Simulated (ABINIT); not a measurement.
**CsPbCl3 (Pm-3m): a self-consistent loop beyond G0W0, cycle by cycle**

Aim: iterate the self-energy on CsPbCl3 (Pm-3m) and follow the gap from cycle to cycle.

Calculated with ABINIT 10.8.3; PBE and many-body steps on it, plane waves.

Most raw output is cut from this account.

## (1) The starting structure

It takes space group Pm-3m (No. 221, cubic). The conventional cell has a = 5.605 Å, b = 5.605 Å, c = 5.605 Å, α = 90.00°, β = 90.00°, γ = 90.00°. Nearest to Cs lie 12 Cl at 3.96 Å. Pb has 6 Cl at 2.80 Å nearest. Nearest to Cl lie 2 Pb at 2.80 Å and 4 Cs at 3.96 Å. Farther neighbours and most contacts between anions are not listed.

The cell and positions come from the Crystallography Open Database and are kept as given unless a step says otherwise. Spin-orbit coupling is left out unless a step names it.

## (2) Empty states on the mesh, 2×2×2 mesh, 172 bands

This step: ABINIT 10.8.3; DFT, PBE, plane waves, norm-conserving pseudopotentials.

The sums over transitions need many empty states on a uniform mesh; this step solves for them.

run.abi

```
acell 3*1.0 Angstrom
rprim 
  5.605000000000 0.000000000000 0.000000000000
  0.000000000000 5.605000000000 0.000000000000
  0.000000000000 0.000000000000 5.605000000000
ntypat 3
znucl 55 82 17
natom 5
typat 1 2 3 3 3
xred 
  0.000000000000 0.000000000000 0.000000000000
  0.500000000000 0.500000000000 0.500000000000
  0.500000000000 0.500000000000 0.000000000000
  0.000000000000 0.500000000000 0.500000000000
  0.500000000000 0.000000000000 0.500000000000
pp_dirpath "pseudos"
pseudos "Cs.upf, Pb.upf, Cl.upf"
ecut 32
ngkpt 2 2 2
nshiftk 1
shiftk 0 0 0
kptopt 1
chksymbreak 0
iscf -2
irdden 1
istwfk *1
nband 172
nbdbuf 14
tolwfr 1e-09
nstep 60
prtvol 0
indata_prefix "in"
outdata_prefix "out"
tmpdata_prefix "tmp"
```

Command:

```sh
$ OMP_NUM_THREADS=2 mpirun -n 4 abinit run.abi > log
```

The job ended after 2 min (4 MPI ranks of Arm Neoverse N1, shared host; peak memory 0.5 GiB).

This step gave:

| Quantity | Value |
| --- | --- |
| gap | 1.932 eV |
| k of the valence top | 0.5, 0.5, 0.5 |
| k of the conduction bottom | 0.5, 0.5, 0.5 |
| least direct gap | 1.932 eV |
| k points computed | 4 |
| lowest point of the top converged band, above the valence top | 40.72 eV |

On this mesh the gap is 1.932 eV.

The density comes from a self-consistent run that is not shown.

## (3) Screening, 2×2×2 mesh, 158 bands, screening to 108.8 eV

The RPA dielectric matrix is built and inverted for each q.

This step: RPA screening on PBE, plane waves, norm-conserving pseudopotentials.

Changes to run.abi since step 2:

```diff
@@ -23,10 +23,11 @@
 chksymbreak 0
-iscf -2
-irdden 1
 istwfk *1
-nband 172
-nbdbuf 14
-tolwfr 1e-09
-nstep 60
-prtvol 0
+occopt 1
+irdwfk 1
+optdriver 3
+nband 158
+ecuteps 4
+inclvkb 2
+awtr 1
+symchi 1
 indata_prefix "in"
```

Command:

```sh
$ OMP_NUM_THREADS=1 mpirun -n 8 abinit run.abi > log
```

Elapsed: 66 s, on 8 MPI ranks; peak memory 3.1 GiB; 8.8 min of CPU time.

This step gave:

```yaml
eps_infinity_with_local_fields_on_this_mesh_along_the_program_s_q_direction: 7.216
the_same_without_local_fields: 8.213
plasma_frequency: 20.18 eV
plane_waves_in_the_screening_matrix: 461
```

Local fields lower ε∞ by 12 %. On a Γ-centred mesh this coarse the value itself is usually too large, while a short band sum pulls it down.

## (4) G0W0

The self-energy is evaluated for the states that the input lists, and the levels follow from it, in one-shot runs by the linearised quasiparticle equation.

This step: G0W0 on PBE, plane waves, norm-conserving pseudopotentials.

Changes to run.abi since step 3:

```diff
@@ -26,8 +26,17 @@
 irdwfk 1
-optdriver 3
+optdriver 4
 nband 158
+gwcalctyp 0
+ecutsigx 32
+symsigma 1
+nkptgw 2
+kptgw 
+  0.5000000000 0.5000000000 0.5000000000
+  0.0000000000 0.0000000000 0.0000000000
+bdgw 
+  23 29
+  24 29
 ecuteps 4
-inclvkb 2
-awtr 1
-symchi 1
+irdscr 1
+ppmodel 1
 indata_prefix "in"
```

The job ended after 27 s (8 MPI ranks; peak memory 2.4 GiB; 3.6 min of CPU time).

This step gave:

- G0W0 gap on the points computed: 3.169 eV
- starting gap on the mesh: 1.932 eV
- k of the valence top: 0.5, 0.5, 0.5
- k of the conduction bottom: 0.5, 0.5, 0.5
- Z at the valence top: 0.795
- Z at the conduction bottom: 0.823
- least direct G0W0 gap on the computed points: 3.169 eV

The gap on the mesh goes from 1.93 eV to 3.17 eV, a correction of +1.24 eV.

## (5) QSGW, cycle 1

This step: QSGW on PBE, plane waves, norm-conserving pseudopotentials.

Changes to run.abi since step 4:

```diff
@@ -28,12 +28,16 @@
 nband 158
-gwcalctyp 0
+gwcalctyp 28
 ecutsigx 32
-symsigma 1
-nkptgw 2
+symsigma 0
+nkptgw 4
 kptgw 
+  0.0000000000 0.0000000000 0.0000000000
+  0.5000000000 0.0000000000 0.0000000000
+  0.5000000000 0.5000000000 0.0000000000
   0.5000000000 0.5000000000 0.5000000000
-  0.0000000000 0.0000000000 0.0000000000
 bdgw 
-  23 29
-  24 29
+  14 63
+  14 63
+  14 63
+  14 63
 ecuteps 4
@@ -41,2 +45,3 @@
 ppmodel 1
+rhoqpmix 0.3
 indata_prefix "in"
```

Run time: 6.9 min. Hardware: 8 MPI ranks; peak memory 7 GiB.

This step gave:

| Item | Value |
| --- | --- |
| quasiparticle gap on the mesh | 3.407 eV |
| gap of the density functional on the mesh | 1.932 eV |
| k of the valence top | 0.5, 0.5, 0.5 |
| k of the conduction bottom | 0.5, 0.5, 0.5 |
| Z at the valence top | 1 |
| Z at the conduction bottom | 1 |
| least direct quasiparticle gap on the computed points | 3.407 eV |

Against G0W0 in ABINIT (2×2×2 mesh, 158 bands, screening to 108.8 eV, Godby-Needs plasmon pole), the gap moves by +0.238 eV.

## (6) Screening, 2×2×2 mesh, 158 bands, screening to 108.8 eV

This step: RPA screening on PBE, plane waves, norm-conserving pseudopotentials.

Changes to run.abi since step 5:

```diff
@@ -26,22 +26,13 @@
 irdwfk 1
-optdriver 4
+optdriver 3
 nband 158
+ecuteps 4
+inclvkb 2
+awtr 1
+symchi 1
 gwcalctyp 28
-ecutsigx 32
-symsigma 0
-nkptgw 4
-kptgw 
-  0.0000000000 0.0000000000 0.0000000000
-  0.5000000000 0.0000000000 0.0000000000
-  0.5000000000 0.5000000000 0.0000000000
-  0.5000000000 0.5000000000 0.5000000000
-bdgw 
-  14 63
-  14 63
-  14 63
-  14 63
-ecuteps 4
-irdscr 1
-ppmodel 1
-rhoqpmix 0.3
+mbpt_sciss 1.702 eV
+nqptdm 1
+qptdm 
+  0 0 0
 indata_prefix "in"
```

Elapsed: 43 s, on 8 MPI ranks; peak memory 3.1 GiB.

This step gave:

```
ε∞ with local fields, on this mesh, along the program's q direction : 5.258
the same without local fields                                       : 5.882
plasma frequency                                                    : 20.18 eV
plane waves in the screening matrix                                 : 461
```

This screening uses the functional's bands under a rigid shift, the mean opening of the cycle before.

## (7) Screening, 2×2×2 mesh, 158 bands, screening to 108.8 eV

This step: RPA screening on PBE from quasiparticle energies and orbitals, plane waves, norm-conserving pseudopotentials.

Changes to run.abi since step 6:

```diff
@@ -32,7 +32,9 @@
 symchi 1
+irdqps 1
 gwcalctyp 28
-mbpt_sciss 1.702 eV
-nqptdm 1
+nqptdm 3
 qptdm 
-  0 0 0
+  0.5000000000 0.0000000000 0.0000000000
+  0.5000000000 0.5000000000 0.0000000000
+  0.5000000000 0.5000000000 0.5000000000
 indata_prefix "in"
```

mrgscr.stdin

```
2
merged
q0_SCR
out_SCR
1
```

Command:

```sh
$ OMP_NUM_THREADS=1 mpirun -n 8 abinit run.abi > log; mrgscr < mrgscr.stdin
```

The job ended after 29 s (8 MPI ranks; peak memory 2.4 GiB; 3.9 min of CPU time).

This step gave:

```
plasma frequency                    : 20.18 eV
plane waves in the screening matrix : 461
```

This screening reads the quasiparticle levels of the cycle before.

## (8) QSGW, cycle 2

The corrected levels of the last cycle go back in.

This step: QSGW on PBE, plane waves, norm-conserving pseudopotentials.

Changes to run.abi since step 7:

```diff
@@ -26,12 +26,10 @@
 irdwfk 1
-optdriver 3
+optdriver 4
 nband 158
-ecuteps 4
-inclvkb 2
-awtr 1
-symchi 1
-irdqps 1
 gwcalctyp 28
-nqptdm 3
-qptdm 
+ecutsigx 32
+symsigma 0
+nkptgw 4
+kptgw 
+  0.0000000000 0.0000000000 0.0000000000
   0.5000000000 0.0000000000 0.0000000000
@@ -39,2 +37,12 @@
   0.5000000000 0.5000000000 0.5000000000
+bdgw 
+  14 63
+  14 63
+  14 63
+  14 63
+ecuteps 4
+irdscr 1
+ppmodel 1
+irdqps 1
+rhoqpmix 0.3
 indata_prefix "in"
```

Command:

```sh
$ OMP_NUM_THREADS=1 mpirun -n 8 abinit run.abi > log
```

Elapsed: 6.8 min, on 8 MPI ranks; peak memory 7 GiB; 54 min of CPU time.

This step gave:

| Quantity | Value |
| --- | --- |
| quasiparticle gap on the mesh | 3.693 eV |
| gap of the density functional on the mesh | 1.932 eV |
| k of the valence top | 0.5, 0.5, 0.5 |
| k of the conduction bottom | 0.5, 0.5, 0.5 |
| least direct quasiparticle gap on the computed points | 3.693 eV |

Against the cycle before, the gap moves by +0.286 eV.

## (9) Screening, 2×2×2 mesh, 158 bands, screening to 108.8 eV

This step: RPA screening on PBE, plane waves, norm-conserving pseudopotentials.

Changes to run.abi since step 8:

```diff
@@ -26,23 +26,13 @@
 irdwfk 1
-optdriver 4
+optdriver 3
 nband 158
+ecuteps 4
+inclvkb 2
+awtr 1
+symchi 1
 gwcalctyp 28
-ecutsigx 32
-symsigma 0
-nkptgw 4
-kptgw 
-  0.0000000000 0.0000000000 0.0000000000
-  0.5000000000 0.0000000000 0.0000000000
-  0.5000000000 0.5000000000 0.0000000000
-  0.5000000000 0.5000000000 0.5000000000
-bdgw 
-  14 63
-  14 63
-  14 63
-  14 63
-ecuteps 4
-irdscr 1
-ppmodel 1
-irdqps 1
-rhoqpmix 0.3
+mbpt_sciss 2.004 eV
+nqptdm 1
+qptdm 
+  0 0 0
 indata_prefix "in"
```

Elapsed: 42 s, on 8 MPI ranks; peak memory 3.1 GiB; 5.6 min of CPU time.

Numbers from this step:

| Item | Value |
| --- | --- |
| ε∞ with local fields, on this mesh, along the program's q direction | 5.050 |
| the same without local fields | 5.638 |
| plasma frequency | 20.18 eV |
| plane waves in the screening matrix | 461 |

This screening uses the functional's bands under a rigid shift, the mean opening of the cycle before.

## (10) Screening, 2×2×2 mesh, 158 bands, screening to 108.8 eV

This step: RPA screening on PBE from quasiparticle energies and orbitals, plane waves, norm-conserving pseudopotentials.

Changes to run.abi since step 9:

```diff
@@ -32,7 +32,9 @@
 symchi 1
+irdqps 1
 gwcalctyp 28
-mbpt_sciss 2.004 eV
-nqptdm 1
+nqptdm 3
 qptdm 
-  0 0 0
+  0.5000000000 0.0000000000 0.0000000000
+  0.5000000000 0.5000000000 0.0000000000
+  0.5000000000 0.5000000000 0.5000000000
 indata_prefix "in"
```

mrgscr.stdin is that of step 7.

Command:

```sh
$ OMP_NUM_THREADS=1 mpirun -n 8 abinit run.abi > log; mrgscr < mrgscr.stdin
```

It took 32 s on 8 MPI ranks; peak memory 2.4 GiB.

This step gave:

* plasma frequency: 20.18 eV
* plane waves in the screening matrix: 461

This screening reads the quasiparticle levels of the cycle before.

## (11) QSGW, cycle 3

This step: QSGW on PBE, plane waves, norm-conserving pseudopotentials.

Changes to run.abi since step 10:

```diff
@@ -26,12 +26,10 @@
 irdwfk 1
-optdriver 3
+optdriver 4
 nband 158
-ecuteps 4
-inclvkb 2
-awtr 1
-symchi 1
-irdqps 1
 gwcalctyp 28
-nqptdm 3
-qptdm 
+ecutsigx 32
+symsigma 0
+nkptgw 4
+kptgw 
+  0.0000000000 0.0000000000 0.0000000000
   0.5000000000 0.0000000000 0.0000000000
@@ -39,2 +37,12 @@
   0.5000000000 0.5000000000 0.5000000000
+bdgw 
+  14 63
+  14 63
+  14 63
+  14 63
+ecuteps 4
+irdscr 1
+ppmodel 1
+irdqps 1
+rhoqpmix 0.3
 indata_prefix "in"
```

Command:

```sh
$ OMP_NUM_THREADS=1 mpirun -n 8 abinit run.abi > log
```

It took 6.7 min on 8 MPI ranks; peak memory 7 GiB.

Numbers from this step:

```
quasiparticle gap on the mesh                         : 3.794 eV
gap of the density functional on the mesh             : 1.932 eV
k of the valence top                                  : 0.5, 0.5, 0.5
k of the conduction bottom                            : 0.5, 0.5, 0.5
least direct quasiparticle gap on the computed points : 3.794 eV
```

Against the cycle before, the gap moves by +0.101 eV.

## (12) Screening, 2×2×2 mesh, 158 bands, screening to 108.8 eV

This step: RPA screening on PBE, plane waves, norm-conserving pseudopotentials.

Changes to run.abi since step 11:

```diff
@@ -26,23 +26,13 @@
 irdwfk 1
-optdriver 4
+optdriver 3
 nband 158
+ecuteps 4
+inclvkb 2
+awtr 1
+symchi 1
 gwcalctyp 28
-ecutsigx 32
-symsigma 0
-nkptgw 4
-kptgw 
-  0.0000000000 0.0000000000 0.0000000000
-  0.5000000000 0.0000000000 0.0000000000
-  0.5000000000 0.5000000000 0.0000000000
-  0.5000000000 0.5000000000 0.5000000000
-bdgw 
-  14 63
-  14 63
-  14 63
-  14 63
-ecuteps 4
-irdscr 1
-ppmodel 1
-irdqps 1
-rhoqpmix 0.3
+mbpt_sciss 2.103 eV
+nqptdm 1
+qptdm 
+  0 0 0
 indata_prefix "in"
```

It took 42 s on 8 MPI ranks; peak memory 3.1 GiB.

This step gave:

```yaml
eps_infinity_with_local_fields_on_this_mesh_along_the_program_s_q_direction: 4.987
the_same_without_local_fields: 5.564
plasma_frequency: 20.18 eV
plane_waves_in_the_screening_matrix: 461
```

This screening uses the functional's bands under a rigid shift, the mean opening of the cycle before.

## (13) Screening, 2×2×2 mesh, 158 bands, screening to 108.8 eV

This step: RPA screening on PBE from quasiparticle energies and orbitals, plane waves, norm-conserving pseudopotentials.

Changes to run.abi since step 12:

```diff
@@ -32,7 +32,9 @@
 symchi 1
+irdqps 1
 gwcalctyp 28
-mbpt_sciss 2.103 eV
-nqptdm 1
+nqptdm 3
 qptdm 
-  0 0 0
+  0.5000000000 0.0000000000 0.0000000000
+  0.5000000000 0.5000000000 0.0000000000
+  0.5000000000 0.5000000000 0.5000000000
 indata_prefix "in"
```

mrgscr.stdin is that of step 10.

Command:

```sh
$ OMP_NUM_THREADS=1 mpirun -n 8 abinit run.abi > log; mrgscr < mrgscr.stdin
```

It took 34 s on 8 MPI ranks; peak memory 2.4 GiB.

Numbers from this step:

* plasma frequency: 20.18 eV
* plane waves in the screening matrix: 461

This screening reads the quasiparticle levels of the cycle before.

## (14) QSGW, cycle 4

This step: QSGW on PBE, plane waves, norm-conserving pseudopotentials.

Changes to run.abi since step 13:

```diff
@@ -26,12 +26,10 @@
 irdwfk 1
-optdriver 3
+optdriver 4
 nband 158
-ecuteps 4
-inclvkb 2
-awtr 1
-symchi 1
-irdqps 1
 gwcalctyp 28
-nqptdm 3
-qptdm 
+ecutsigx 32
+symsigma 0
+nkptgw 4
+kptgw 
+  0.0000000000 0.0000000000 0.0000000000
   0.5000000000 0.0000000000 0.0000000000
@@ -39,2 +37,12 @@
   0.5000000000 0.5000000000 0.5000000000
+bdgw 
+  14 63
+  14 63
+  14 63
+  14 63
+ecuteps 4
+irdscr 1
+ppmodel 1
+irdqps 1
+rhoqpmix 0.3
 indata_prefix "in"
```

Command:

```sh
$ OMP_NUM_THREADS=1 mpirun -n 8 abinit run.abi > log
```

Wall time 6.9 min (8 MPI ranks); peak memory 7 GiB; 56 min of CPU time.

This step gave:

```yaml
quasiparticle_gap_on_the_mesh: 3.814 eV
gap_of_the_density_functional_on_the_mesh: 1.932 eV
k_of_the_valence_top: 0.5, 0.5, 0.5
k_of_the_conduction_bottom: 0.5, 0.5, 0.5
least_direct_quasiparticle_gap_on_the_computed_points: 3.814 eV
```

Against the cycle before, the gap moves by +0.020 eV.

## (15) Screening, 2×2×2 mesh, 158 bands, screening to 108.8 eV

This step: RPA screening on PBE, plane waves, norm-conserving pseudopotentials.

Changes to run.abi since step 14:

```diff
@@ -26,23 +26,13 @@
 irdwfk 1
-optdriver 4
+optdriver 3
 nband 158
+ecuteps 4
+inclvkb 2
+awtr 1
+symchi 1
 gwcalctyp 28
-ecutsigx 32
-symsigma 0
-nkptgw 4
-kptgw 
-  0.0000000000 0.0000000000 0.0000000000
-  0.5000000000 0.0000000000 0.0000000000
-  0.5000000000 0.5000000000 0.0000000000
-  0.5000000000 0.5000000000 0.5000000000
-bdgw 
-  14 63
-  14 63
-  14 63
-  14 63
-ecuteps 4
-irdscr 1
-ppmodel 1
-irdqps 1
-rhoqpmix 0.3
+mbpt_sciss 2.126 eV
+nqptdm 1
+qptdm 
+  0 0 0
 indata_prefix "in"
```

Wall time 43 s (8 MPI ranks); peak memory 3.1 GiB; 5.7 min of CPU time.

Numbers from this step:

```
ε∞ with local fields, on this mesh, along the program's q direction : 4.972
the same without local fields                                       : 5.547
plasma frequency                                                    : 20.18 eV
plane waves in the screening matrix                                 : 461
```

This screening uses the functional's bands under a rigid shift, the mean opening of the cycle before.

## (16) Screening, 2×2×2 mesh, 158 bands, screening to 108.8 eV

This step: RPA screening on PBE from quasiparticle energies and orbitals, plane waves, norm-conserving pseudopotentials.

Changes to run.abi since step 15:

```diff
@@ -32,7 +32,9 @@
 symchi 1
+irdqps 1
 gwcalctyp 28
-mbpt_sciss 2.126 eV
-nqptdm 1
+nqptdm 3
 qptdm 
-  0 0 0
+  0.5000000000 0.0000000000 0.0000000000
+  0.5000000000 0.5000000000 0.0000000000
+  0.5000000000 0.5000000000 0.5000000000
 indata_prefix "in"
```

mrgscr.stdin is that of step 13.

Command:

```sh
$ OMP_NUM_THREADS=1 mpirun -n 8 abinit run.abi > log; mrgscr < mrgscr.stdin
```

Wall time 33 s (8 MPI ranks); peak memory 2.4 GiB.

This step gave:

```
plasma frequency                    : 20.18 eV
plane waves in the screening matrix : 461
```

This screening reads the quasiparticle levels of the cycle before.

## (17) QSGW, cycle 5

This step: QSGW on PBE, plane waves, norm-conserving pseudopotentials.

Changes to run.abi since step 16:

```diff
@@ -26,12 +26,10 @@
 irdwfk 1
-optdriver 3
+optdriver 4
 nband 158
-ecuteps 4
-inclvkb 2
-awtr 1
-symchi 1
-irdqps 1
 gwcalctyp 28
-nqptdm 3
-qptdm 
+ecutsigx 32
+symsigma 0
+nkptgw 4
+kptgw 
+  0.0000000000 0.0000000000 0.0000000000
   0.5000000000 0.0000000000 0.0000000000
@@ -39,2 +37,12 @@
   0.5000000000 0.5000000000 0.5000000000
+bdgw 
+  14 63
+  14 63
+  14 63
+  14 63
+ecuteps 4
+irdscr 1
+ppmodel 1
+irdqps 1
+rhoqpmix 0.3
 indata_prefix "in"
```

Command:

```sh
$ OMP_NUM_THREADS=1 mpirun -n 8 abinit run.abi > log
```

Run time: 6.8 min. Hardware: 8 MPI ranks; peak memory 7 GiB; 54 min of CPU time.

This step gave:

* quasiparticle gap on the mesh: 3.811 eV
* gap of the density functional on the mesh: 1.932 eV
* k of the valence top: 0.5, 0.5, 0.5
* k of the conduction bottom: 0.5, 0.5, 0.5
* least direct quasiparticle gap on the computed points: 3.811 eV

Against the cycle before, the gap moves by −0.003 eV.

## (18) Side by side

Times are wall times on 8 MPI ranks of Arm Neoverse N1, shared host, good to a factor of about two. A run's time includes the screening step that it read.

```
          run   mesh  bands  screening cutoff (eV)  DFT gap (eV)  gap on the mesh (eV)  direct (eV)  ε∞ used     time
         G0W0  2×2×2    158                  108.8         1.932                 3.169        3.169     7.22     94 s
QSGW, cycle 1  2×2×2    158                  108.8         1.932                 3.407        3.407     7.22    8 min
QSGW, cycle 2  2×2×2    158                  108.8         1.932                 3.693        3.693     5.26    8 min
QSGW, cycle 3  2×2×2    158                  108.8         1.932                 3.794        3.794     5.05  7.9 min
QSGW, cycle 4  2×2×2    158                  108.8         1.932                 3.814        3.814     4.99  8.2 min
QSGW, cycle 5  2×2×2    158                  108.8         1.932                 3.811        3.811     4.97  8.1 min
```

## (19) What came out

```json
{"G0W0": "3.169 eV", "QSGW, cycle 1": "3.407 eV", "QSGW, cycle 2": "3.693 eV", "QSGW, cycle 3": "3.794 eV", "QSGW, cycle 4": "3.814 eV", "QSGW, cycle 5": "3.811 eV", "known limits": "not at the basis limit; no spin-orbit coupling; coarse k mesh"}
```

What this shows: Only the bands that the input lists are updated; the others, empty or deep, keep the functional's energies or take a rigid shift. QSGW ends at 3.81 eV, +0.64 eV from G0W0, after 5 cycles that took 39 min beside the first screening; the last moved the gap by 0.003 eV. Bands and cutoff are finite, so the gap is not at the basis limit. The miss can reach some tenths of an eV and take either sign; the mesh is an error of its own. The 2×2×2 mesh is coarse for this cell, which bears on the long-range parts of exchange and screening. Where an edge is built on 6p states of lead, bismuth or thallium, scalar-relativistic gaps usually stand too wide, by a few tenths to over one eV. This is the ideal cubic cell; many perovskites, halides above all, are cubic only on average, and local tilts or off-centring can widen the gap. In the updated screening the q = 0 part is built from Kohn-Sham bands under a rigid shift, the other q from the quasiparticle levels. The many-body steps are scalar-relativistic: spin-orbit coupling is not in them.

[Paths, hosts, dates, memory and timing lines, banners, echoed tables and standing remarks are left out of the program output.]

[Logs are printed without paths, hosts, clocks, repeated set-up lines and the standing remarks that a program may print on its own settings, such as how far it seeks lower states.]

[Runs of the session that timed out or met a known fault of the program may be left out.]

[Hosts, paths, dates, database ids (printed as entryN), source tags and the programs' standing remarks are cut or masked in the printed files.]

[G0W0 gaps are taken among the corrected bands and points alone; a level outside them can change the order at an edge.]

[Where Ansatz stands beside ABINIT at settings called matched, ABINIT's density can come from a denser mesh and the files from another edition; pairs whose starting gaps differed by over 0.03 eV were left out, so agreement reads better than it is.]
